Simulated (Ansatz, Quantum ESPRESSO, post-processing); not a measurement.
# Ballistic transmission: Ag(111) with one reversed stacking step (an intrinsic fault), part 3 of 3

How well does the junction conduct in the ballistic limit? It is: Ag(111) with one reversed stacking step (an intrinsic fault).

Quantum ESPRESSO 7.5; plane-wave DFT, PBE, GBRV ultrasoft pseudopotentials; cross-check by Ansatz 0.2.0 with PAW datasets.

So far. Step 2 (Self-consistent run): The run needed 13 iterations to bring the estimated error under 1e-07 Ry; the largest force on any atom, held or free, is 0.01 eV/Å. Step 3 (The open system): At no point does T exceed the number of channels.

## Step 4: The open system, with ewind = 2.0 and epsproj = 0.001

Level of this step: transmission by pwcond, lead and junction from one cell; plane-wave DFT, PBE, GBRV ultrasoft pseudopotentials (Quantum ESPRESSO).

A sensitivity test on the input.

Contents of cond.w.in:

```
&inputcond
  outdir = './out'
  prefixt = 'scf'
  tran_file = 'cond.w.dat'
  bdl = 2.4494897423
  bds = 16.3299316176
  ikind = 1
  ewind = 2.0
  epsproj = 0.001
  nz1 = 7
  energy0 = 0.4
  denergy = -0.4
/
10
  0.00000000 0.00000000 0.01562500
  0.00000000 0.12500000 0.09375000
  0.00000000 0.25000000 0.09375000
  0.00000000 0.37500000 0.09375000
  0.00000000 0.50000000 0.04687500
  0.12500000 0.25000000 0.09375000
  0.12500000 0.37500000 0.18750000
  0.12500000 0.50000000 0.18750000
  0.25000000 0.50000000 0.09375000
  0.25000000 0.62500000 0.09375000
3
```

On the command line:

```sh
$ OMP_NUM_THREADS=1 mpirun -n 8 pwcond.x -in cond.w.in > cond.w.out
```

Numbers of over 12 decimals in the logs are rounded to 6 here.

The program printed:

```text
[banner, memory and clock lines left out]
Program PWCOND v.7.5 starts
[citation notice left out]

[...]
./out/scf.save/

     IMPORTANT: XC functional enforced from input :
     Exchange-correlation= PBE
                           (   1   4   3   4   0   0   0)
     Any further DFT definition will be discarded
     Please, verify this is what you really want

     Reading collected, re-writing distributed wavefunctions

===== INPUT FILE containing all the regions =====

     GEOMETRY:

     lattice parameter (alat)  =       5.5454  a.u.
     the volume                =    2411.6312 (a.u.)^3
     the cross section         =      26.6314 (a.u.)^2
     l of the unit cell        =      16.3299 (alat)
     number of atoms/cell      =           20
     number of atomic types    =            1

     crystal axes: (cart. coord. in units of alat)
               a(1) = (  1.0000  0.0000  0.0000 )
               a(2) = (  0.5000  0.8660  0.0000 )
               a(3) = (  0.0000  0.0000 16.3299 )

   Cartesian axes

     site n.     atom                  positions (alat units)
          1        Ag     tau(  1)=(  0.0000  0.0000 16.3299  )
          2        Ag     tau(  2)=(  0.5000  0.2887  0.8165  )
          3        Ag     tau(  3)=(  1.0000  0.5774  1.6330  )
          4        Ag     tau(  4)=(  0.0000  0.0000  2.4495  )
          5        Ag     tau(  5)=(  0.5000  0.2887  3.2660  )
          6        Ag     tau(  6)=(  1.0000  0.5774  4.0825  )
          7        Ag     tau(  7)=(  0.0000  0.0000  4.8990  )
          8        Ag     tau(  8)=(  0.5000  0.2887  5.7155  )
          9        Ag     tau(  9)=(  1.0000  0.5774  6.5320  )
         10        Ag     tau( 10)=(  0.5000  0.2887  7.3485  )
         11        Ag     tau( 11)=(  1.0000  0.5774  8.1650  )
         12        Ag     tau( 12)=(  0.0000  0.0000  8.9815  )
         13        Ag     tau( 13)=(  0.5000  0.2887  9.7980  )
         14        Ag     tau( 14)=(  1.0000  0.5774 10.6145  )
         15        Ag     tau( 15)=(  0.0000  0.0000 11.4310  )
         16        Ag     tau( 16)=(  0.5000  0.2887 12.2474  )
         17        Ag     tau( 17)=(  1.0000  0.5774 13.0639  )
         18        Ag     tau( 18)=(  0.0000  0.0000 13.8804  )
         19        Ag     tau( 19)=(  0.5000  0.2887 14.6969  )
         20        Ag     tau( 20)=(  1.0000  0.5774 15.5134  )

     nr1s                      =           24
     nr2s                      =           24
     nr3s                      =          375
     nr1sx                     =           24
     nr2sx                     =           24
     nr3sx                     =          375
     nr1                       =           25
     nr2                       =           25
     nr3                       =          432
     nr1x                      =           25
     nr2x                      =           25
     nr3x                      =          432

 _______________________________
  Radii of nonlocal spheres:

     type       ibeta     ang. mom.          radius (alat units)
       Ag         1         0                    0.3125
       Ag         2         0                    0.3125
       Ag         3         1                    0.3125
       Ag         4         1                    0.3125
       Ag         5         2                    0.3125
       Ag         6         2                    0.3125
----- General information -----

--- T calc. with identical leads (ikind=1) ---

     nrx                       =           24
     nry                       =           24
     nz1                       =            7

     energy0               =         4.0E-01
     denergy               =        -4.0E-01
     nenergy               =          3
     ecut2d                =         4.0E+01
     ewind                 =         2.0E+00
     epsproj               =         1.0E-03

     number of k_|| points=   10
                       cryst. coord.
        k(    1) = (   0.0000000   0.0000000), wk =   0.0156250
        k(    2) = (   0.0000000   0.1250000), wk =   0.0937500
[...]
k(   10) = (   0.2500000   0.6250000), wk =   0.0937500
----- Information about left/right lead -----

     nocros                   =           18
     noins                    =           36
     norb                     =           72
     norbf                    =          324
     nrz                      =           56

      iorb      type   ibeta   ang. mom.   m       position (alat)
        1        1       1        0        1   taunew(   1)=(  0.0000  0.0000  0.0000)
        2        1       2        0        1   taunew(   2)=(  0.0000  0.0000  0.0000)
[...]
72        1       6        2        5   taunew(  72)=(  0.0000  0.0000  2.4495)
    k slab    z(k)  z(k+1)     crossing(iorb=1,norb)
    1   0.0000 0.0437 0.0437   111111111111111111000000000000000000000000000000000000000000000000000000
    2   0.0437 0.0875 0.0437   111111111111111111000000000000000000000000000000000000000000000000000000
[...]
56   2.4057 2.4495 0.0437   000000000000000000000000000000000000000000000000000000111111111111111111
----- Information about scattering region -----

     noins                    =          288
     norb                     =          324
     norbf                    =          324
     nrz                      =          319

      iorb      type   ibeta   ang. mom.   m       position (alat)
        1        1       1        0        1   taunew(   1)=(  0.0000  0.0000  0.0000)
        2        1       2        0        1   taunew(   2)=(  0.0000  0.0000  0.0000)
[...]
324        1       6        2        5   taunew( 324)=(  0.0000  0.0000 13.8804)
 ngper, shell number =           85          11
 ngper, n2d =           85          43
---  E-Ef =    0.4000000  k =    0.0000000   0.0000000
---  ie =          1  ik =          1
 Nchannels of the left tip =            0
 Right moving states:
   k1(2pi/a)   k2(2pi/a)   E-Ef (eV)
 Left moving states:
   k1(2pi/a)   k2(2pi/a)   E-Ef (eV)

 to transmit
          E-Ef(ev), T =    0.4000000   0.0000000
---  E-Ef =    0.0000000  k =    0.0000000   0.0000000
---  ie =          2  ik =          1
 Nchannels of the left tip =            0
 Right moving states:
   k1(2pi/a)   k2(2pi/a)   E-Ef (eV)
 Left moving states:
   k1(2pi/a)   k2(2pi/a)   E-Ef (eV)

 to transmit
          E-Ef(ev), T =    0.0000000   0.0000000
---  E-Ef =   -0.4000000  k =    0.0000000   0.0000000
---  ie =          3  ik =          1
 Nchannels of the left tip =            1
 Right moving states:
   k1(2pi/a)   k2(2pi/a)   E-Ef (eV)
   0.4619920  -0.0000014  -0.4000000
 Left moving states:
   k1(2pi/a)   k2(2pi/a)   E-Ef (eV)
  -0.4619920  -0.0000014  -0.4000000

 to transmit
 Band j to band i transmissions and reflections:
    j         i     |T_ij|^2    |R_ij|^2

    1 -->     1     0.99747     0.00253
   Total T_j, R_j =    0.99747  0.00253

E-Ef(ev), T(x2 spins) =   -0.4000000   1.9949482
 ngper, shell number =           85          45
 ngper, n2d =           85          47
[... further energies and points left out ...]
---  E-Ef =    0.4000000  k =    0.2500000   0.6250000
---  ie =          1  ik =         10
 Nchannels of the left tip =            0
 Right moving states:
   k1(2pi/a)   k2(2pi/a)   E-Ef (eV)
 Left moving states:
   k1(2pi/a)   k2(2pi/a)   E-Ef (eV)

 to transmit
          E-Ef(ev), T =    0.4000000   0.0000000
---  E-Ef =    0.0000000  k =    0.2500000   0.6250000
---  ie =          2  ik =         10
 Nchannels of the left tip =            0
 Right moving states:
   k1(2pi/a)   k2(2pi/a)   E-Ef (eV)
 Left moving states:
   k1(2pi/a)   k2(2pi/a)   E-Ef (eV)

 to transmit
          E-Ef(ev), T =    0.0000000   0.0000000
---  E-Ef =   -0.4000000  k =    0.2500000   0.6250000
---  ie =          3  ik =         10
 Nchannels of the left tip =            0
 Right moving states:
   k1(2pi/a)   k2(2pi/a)   E-Ef (eV)
 Left moving states:
   k1(2pi/a)   k2(2pi/a)   E-Ef (eV)

 to transmit
          E-Ef(ev), T =   -0.4000000   0.0000000
   T_tot     0.40000      0.17674E+01
   T_tot     0.00000      0.16957E+01
   T_tot    -0.40000      0.16803E+01

[...]
```

It took 33 s on 8 MPI ranks of Arm Neoverse N1, shared host; peak memory 0.51 GiB.

The changed values were drawn from a wide range, not chosen for quality; the comparison shows what they did here together.

Beside the run it was changed from:

| quantity | this run | unchanged run | difference |
| --- | --- | --- | --- |
| transmission at the Fermi level, one spin | 0.8479 | 0.8601 | -0.012 |
| lead channels at the Fermi level, one spin | 0.8906 | 0.8906 | 0 |
| wall time (s) | 33 | 73 |  |

Over all energies T moves by up to 0.012, at 0 eV.

The physical values in this table move by up to 1.4 %.

## Step 5: Cross-check with Ansatz

As a check, the same structure is run in Ansatz.

Level of this step: plane-wave DFT, PBE, Ansatz PAW (Ansatz 0.2.0).

Contents of input.yaml:

```yaml
crystal:
  lattice:
    - [2.9344931419, 0.0, 0.0]
    - [1.467246571, 2.5413456081, 0.0]
    - [0.0, 0.0, 47.9200723427]
  atoms:
    - { symbol: Ag, position: [0.0, 0.0, 0.0] }
    - { symbol: Ag, position: [0.333333333, 0.333333333, 0.05] }
    - { symbol: Ag, position: [0.666666667, 0.666666667, 0.1] }
    - { symbol: Ag, position: [0.0, 0.0, 0.15] }
    - { symbol: Ag, position: [0.333333333, 0.333333333, 0.2] }
    - { symbol: Ag, position: [0.666666667, 0.666666667, 0.25] }
    - { symbol: Ag, position: [0.0, 0.0, 0.3] }
    - { symbol: Ag, position: [0.333333333, 0.333333333, 0.35] }
    - { symbol: Ag, position: [0.666666667, 0.666666667, 0.4] }
    - { symbol: Ag, position: [0.333333333, 0.333333333, 0.45] }
    - { symbol: Ag, position: [0.666666667, 0.666666667, 0.5] }
    - { symbol: Ag, position: [0.0, 0.0, 0.55] }
    - { symbol: Ag, position: [0.333333333, 0.333333333, 0.6] }
    - { symbol: Ag, position: [0.666666667, 0.666666667, 0.65] }
    - { symbol: Ag, position: [0.0, 0.0, 0.7] }
    - { symbol: Ag, position: [0.333333333, 0.333333333, 0.75] }
    - { symbol: Ag, position: [0.666666667, 0.666666667, 0.8] }
    - { symbol: Ag, position: [0.0, 0.0, 0.85] }
    - { symbol: Ag, position: [0.333333333, 0.333333333, 0.9] }
    - { symbol: Ag, position: [0.666666667, 0.666666667, 0.95] }
kpoints:
  mp_grid: { grid: [9, 9, 1] }
hamiltonian:
  xc: pbe
scf:
  occupations: { method: fermi_dirac, width: 0.1 }
  convergence: { dr2_threshold: 1.0e-08 }
output:
  transmission: { leads: [[0, 3]], e_range: [-0.4, 0.4], de: 0.4, kmesh: [8, 8] }
  write_potential: true
  write_density: true
  volumetric_format: npy
  elf: true
```

On the command line:

```sh
$ ansatz run input.yaml --threads 8 --pin off --max-ram 16384MiB --backend cpu --events-out ev --progress --plain --runs-dir out
```

The program printed:

```text
Engine: ansatz 0.2.0, aarch64-unknown-linux-gnu
Pseudopotentials: kind: paw
Pseudopotential: Ag, paw, valence charge 19, recommended cutoff 420 eV (normal), Ag.paw.azcp
Functional definition: PBE
  parameter kappa = 0.804
  parameter beta = 0.066725
  exchange = pbe_x(kappa = kappa, mu = beta*pi^2/3)
  correlation = pbe_c(beta = beta)
Crystal: 20 atoms, lattice volume = 357.367 Å³
Basis set: ecut = 420 eV, 6893 PW (Γ)
Bands: 228, of which v1, the nominal top of the filled ones, is band 190 counted from 1 (189 counted from 0)
Symmetry: 12 space group operations
Space group: P-3m1 (ITA 164), of the structure as read, at distance tolerance 7.1e-5 Å
k-points: 12 of 81
Non-local potential: Ag, projectors of the file, l = 0: 3, l = 1: 2, l = 2: 2, l = 3: 1
PAW form: soft (Blöchl's): semilocal exchange-correlation on the pseudo side does not see the compensation charge
PAW one-centre angular grid: Ag, 590 points (default); XC on 64 Gauss nodes
Initial density: superposition of atomic densities (neutral atoms: chi_scale 0, normalization atom), corrected by the library's trained network
Initial wavefunctions: pseudopotential atomic-orbital guess
Functional: x = pbe(κ = 0.804, μ = 0.219515), c = pbe(β = 0.066725)
SCF iter   1: F=—  HF=-151811.281061 eV  |F-HF|=—  |Δ(HF+E_count)|=         —  Δρ=9.56e-4  dr2=3.68e-2  ethr=1.77e-3  ⟨swp⟩=4.7  Hψ=8150  notcnv=0  defer=162
preconditioner: auto → Kerker (q_TF=auto, 2.756 Å⁻¹)  [metal: Δε(μ)=0.146 eV  Ē_g=10.761 eV  σ=0.100 eV  W_gap=0.33  n_scr=156 (ndim 8)  ℏωp=29.1 eV  f_vac=0.000  D(μ)=4.72/eV (n_scr^D=22)]
SCF iter   2: F=—  HF=-151811.289670 eV  |F-HF|=—  |Δ(HF+E_count)|=   8.61e-3  Δρ=5.55e-4  dr2=2.68e-2  ethr=9.69e-6  ⟨swp⟩=2.1  Hψ=4009  notcnv=0  defer=200
SCF iter   3: F=—  HF=-151811.289906 eV  |F-HF|=—  |Δ(HF+E_count)|=   2.36e-4  Δρ=2.57e-4  dr2=5.87e-3  ethr=7.04e-6  ⟨swp⟩=1.0  Hψ=2451  notcnv=0  defer=200
SCF iter   4: F=—  HF=-151811.289897 eV  |F-HF|=—  |Δ(HF+E_count)|=   8.49e-6  Δρ=1.83e-4  dr2=7.92e-4  ethr=1.55e-6  ⟨swp⟩=1.0  Hψ=2451  notcnv=0  defer=200
SCF iter   5: F=—  HF=-151811.289947 eV  |F-HF|=—  |Δ(HF+E_count)|=   4.94e-5  Δρ=5.29e-5  dr2=1.42e-4  ethr=2.08e-7  ⟨swp⟩=1.1  Hψ=2473  notcnv=0  defer=200
SCF iter   6: F=—  HF=-151811.289962 eV  |F-HF|=—  |Δ(HF+E_count)|=   1.57e-5  Δρ=1.88e-5  dr2=1.26e-5  ethr=3.73e-8  ⟨swp⟩=1.0  Hψ=2451  notcnv=0  defer=200
SCF iter   7: F=—  HF=-151811.290363 eV  |F-HF|=—  |Δ(HF+E_count)|=   4.00e-4  Δρ=8.24e-6  dr2=2.74e-6  ethr=3.31e-9  ⟨swp⟩=1.1  Hψ=2592  notcnv=0  defer=200
SCF iter   8: F=—  HF=-151811.290363 eV  |F-HF|=—  |Δ(HF+E_count)|=   8.99e-8  Δρ=5.15e-6  dr2=8.82e-7  ethr=7.20e-10  ⟨swp⟩=1.1  Hψ=2566  notcnv=0  defer=200
SCF iter   9: F=—  HF=-151811.290363 eV  |F-HF|=—  |Δ(HF+E_count)|=   3.17e-8  Δρ=1.66e-6  dr2=2.40e-7  ethr=2.32e-10  ⟨swp⟩=1.0  Hψ=2451  notcnv=0  defer=200
SCF iter  10: F=—  HF=-151811.290363 eV  |F-HF|=—  |Δ(HF+E_count)|=   9.78e-9  Δρ=1.29e-6  dr2=3.03e-8  ethr=6.32e-11  ⟨swp⟩=1.1  Hψ=2452  notcnv=0  defer=200
SCF iter  11: F=-151811.290363 eV  HF=-151811.290363 eV  |F-HF|=4.74e-9  |Δ(HF+E_count)|=   1.22e-9  Δρ=4.21e-7  dr2=5.16e-9  ethr=2.63e-12  ⟨swp⟩=8.9  Hψ=9657  notcnv=0
SCF 1 converged in 11 iterations: F = -151811.290363 eV  dr2 = 5.16e-9
  greatest PAW one-centre occupation: 1.000 electrons in one spin orbital (limit 2), on the Ag atom at site 15 (counted from 0), in its partial waves of l = 0
transmission: 72 of 600 steps passed
transmission: 126 of 600 steps passed
[...]
transmission: 600 of 600 steps passed
SCF converged after 11 iterations
Free energy (F): -151811.290363 eV
Harris-Foulkes:  -151811.290363 eV  (|F-HF|=4.74e-9)
Internal energy: -151811.134321 eV  (E = F + TS)
E sigma→0 (E₀):  -151811.212342 eV
Entropy (-TS):   -0.156042 eV (-7.802 meV/atom)
Fermi energy:    16.427599 eV
--- Per-component energies (eV) ---
  E_band       = -5025.716073
  E_kinetic    = 10539.102868
  E_local      = -45332.343571  (includes V_loc(G=0)·N_el)
  E_nonlocal   = 1600.831441
  E_hartree    = 20545.434818
  E_xc         = -3694.267063
  E_vxc        = -4693.669524  (∫ρ·V_xc dr)
  E_paw        = -78040.342922  (= ΣΔE_a)
  E_vpaw       = -8230.511533  (= ΣTr[D̂ρ^β])
  E_aug_tail   = 0.006552  (compensation charges beyond the density's cutoff)
  E_ewald      = -57429.556444
  E_smearing   = -0.156042  (= −TS)
  E_closure    = -0.000000  (closes the sum)
  Σ components = -151811.290363   (vs F -151811.290363, Δ=0.00e0)
--- Band table (eV; the first three rows and the last of 12) ---
  k-point 0: bands = [... 186 lower, 13.2703, 13.3418, 13.3418, 13.3631, 13.3631, 13.3896, 13.3896, 13.4764, ... 34 higher]
  k-point 1: bands = [... 186 lower, 13.2839, 13.3299, 13.3590, 13.3783, 13.4051, 13.5420, 13.7864, 14.3199, ... 34 higher]
  k-point 2: bands = [... 186 lower, 13.4222, 13.4369, 13.5350, 13.5742, 14.1220, 14.4067, 14.8446, 15.4074, ... 34 higher]
  k-point 11: bands = [... 186 lower, 19.4104, 19.4178, 19.4256, 19.5968, 19.5968, 19.6067, 19.6067, 19.6164, ... 34 higher]
--- Transmission ---
  basis      : 61 plane waves across, 60 finite elements along
  points     : 10, standing for a mesh of 8 x 8
  energies   : 3 from -0.400000 to 0.400000 eV about the Fermi level, 0.400000 eV apart; the leads are filled to 0.000000 eV, and channels, transmission and decay are at 0.000000 eV
  crystal 0  : Ag3, at the sites [0, 3], period 7.1880 Å, over 47.92 Å; its Hamiltonian steps by up to 0.1 meV
    offset         : up to 0.0000 Å between an atom of the period and one for which it stands
    channels       : 8.906250e-1 a spin
    conductance    : none, the energies end too early or step too widely for 300 K: set another output.transmission.e_range or a lower de, or, where they end at an eighth of basis.ecutwfc, a higher one
    slowest decay  : 0.0973 /Å at (0.0000, 0.0000)
  junction   : crystal 0 to crystal 0, -2.90 to 37.84 Å
    transmission   : 8.624299e-1 a spin
    conductance    : none, the energies end too early or step too widely for 300 K: set another output.transmission.e_range or a lower de, or, where they end at an eighth of basis.ecutwfc, a higher one
```

Run time: 23 s. Hardware: 8 threads; peak memory 3 GiB.

This step gave:

```
free energy                                  : -151811.2904 eV
energy at zero smearing                      : -151811.2123 eV
smearing term TS                             : 0.1560 eV
Fermi energy                                 : 16.43 eV
symmetry operations                          : 12
transmission at the Fermi level, one spin    : 0.8624
step of the lead's Hamiltonian over a period : 0.1 meV
```

Per spin; mean over the k mesh across the current. Table of transmission, zone mean by energy, zero at the Fermi level:

| energy (eV) | transmission, zone mean |
| --- | --- |
| -0.400 | 0.853 |
| 0.000 | 0.862 |
| 0.400 | 0.886 |

Per spin; mean over the k mesh across the current. Open channels, zone mean against energy, zero at the Fermi level:

| energy (eV) | open channels, zone mean |
| --- | --- |
| -0.400 | 0.859 |
| 0.000 | 0.891 |
| 0.400 | 0.891 |

ELF in the ca plane at fractional y = 0.333, with atoms of Ag within 0.2 Å of it. It is the smooth field of the valence electrons, not physical close to the nuclei.

Values, 5 rows by 16 columns, each cell a mean:
```
0.17 0.17 0.19 0.32 0.18 0.17 0.17 0.23 0.30 0.17 0.32 0.19 0.17 0.17 0.21 0.31
0.22 0.24 0.17 0.25 0.17 0.25 0.21 0.19 0.23 0.17 0.25 0.17 0.24 0.22 0.18 0.24
0.45 0.54 0.18 0.17 0.19 0.57 0.41 0.18 0.17 0.16 0.17 0.18 0.52 0.47 0.18 0.17
0.51 0.61 0.19 0.18 0.21 0.64 0.46 0.18 0.17 0.16 0.17 0.19 0.59 0.52 0.19 0.17
0.29 0.33 0.17 0.21 0.17 0.35 0.27 0.18 0.20 0.16 0.21 0.17 0.33 0.29 0.17 0.20
```
Columns run along c (16.0 Å, from fractional 0.33 to 0.67 of the cell), rows up along a (2.9 Å). Atoms in or near the plane, at fractional coordinates: Ag at (0.35, 0.33), Ag at (0.45, 0.33), Ag at (0.60, 0.33).

Electrostatic potential energy in the ca plane at fractional y = 0.333, with atoms of Ag within 0.2 Å of it. With pseudopotentials it is smooth inside the atoms' cores, unlike the true potential.

Ten even steps from '0' (-23 eV) to '9' (19 eV), each cell a mean:
```
99999998656899999999865689975579999999997557
99999998656899999999865689975579999999997557
97668999878999866799987799987789987678998778
74224899999998422479999999999999963125999999
61001699999996200169999999999999840003899999
61001699999996100169999999999999840003899999
73113799999997311379999999999999962125899999
97557999878999755799987899987789986568998778
```
Columns run along c (16.0 Å, from fractional 0.33 to 0.67 of the cell; values clipped at the 3rd and 97th percentile), rows up along a (2.9 Å). Atoms in or near the plane, at fractional coordinates: Ag at (0.35, 0.33), Ag at (0.45, 0.33), Ag at (0.60, 0.33).

Ansatz finds T = 0.862 against pwcond's 0.860.

## Step 6: All levels side by side

All levels:

| step | T at the Fermi level (per spin) | conductance (G0) | r.m.s. T(E) from the first | CPU time of the step (s) | peak memory (GiB) |
| --- | --- | --- | --- | --- | --- |
| Ansatz | 0.8624 | - | 0 | 173.1 | 2.962 |
| pwcond | 0.8601 | 0.8601 | 0.001477 | 580.4 | 0.61 |
| pwcond, changed setting | 0.8479 | 0.8479 | 0.01115 | 260.9 | 0.51 |

Per spin; mean over the k mesh across the current. Transmission, zone mean against energy, zero at the Fermi level:

| energy (eV) | Ansatz | pwcond | pwcond, changed setting |
| --- | --- | --- | --- |
| -0.400 | 0.853 | 0.852 | 0.840 |
| 0.000 | 0.862 | 0.860 | 0.848 |
| 0.400 | 0.886 | 0.885 | 0.884 |

## Step 7: The arithmetic

The Landauer sum over the mesh, Σ w T = 0.1875 × 1 + 0.1875 × 0.993 + 0.0938 × 1 + … = 0.8601.

G = 0.86 × 77.48 µS = 66.6 µS a cell. Times the area of 7.458 Å², the resistance-area product is A/G = 1.12 fΩ m², the leads' contact resistance included.

Free electrons at 1 an atom (3 atoms in 53.6 Å³) have k_F = 1.183 1/Å and offer A k_F²/4π = 0.83 channels per spin; the lead has 0.89 on this mesh.

## Step 8: Results

```yaml
conductance_from_t_at_the_fermi_level_a_cell: 0.860 G₀
conductance_per_area: 894 S/μm²
lead_channels_per_spin: 0.89
the_same_conductance_by_ansatz: 0.862 G₀
```

**Reading.** The junction conducts 0.860 G₀ a cell at the Fermi level (PBE, GBRV ultrasoft). At the Fermi level the junction passes 97 % of what the leads offer, nearly all. At the Fermi level pwcond and Ansatz differ by 0.27 %, a close match. The mean rests on 10 distinct points, the heaviest weighing 0.19, and the mesh was not tested, so even the second digit is unsure. Over -0.4 to 0.4 eV, T lies between 0.85 and 0.89 per spin. The geometry is as built, not relaxed, and the leads are short.

[Logs are printed without paths, hosts, clocks, repeated set-up lines and the standing remarks that a program may print on its own settings, such as how far it seeks lower states.]

[Hosts, paths, dates, database ids (printed as entryN), source tags and the programs' standing remarks are cut or masked in the printed files.]

[Maps of the electrostatic potential energy from Ansatz leave out the sawtooth potential of an applied field or a dipole correction, so their vacuum need not be flat; planar profiles and work functions include it.]
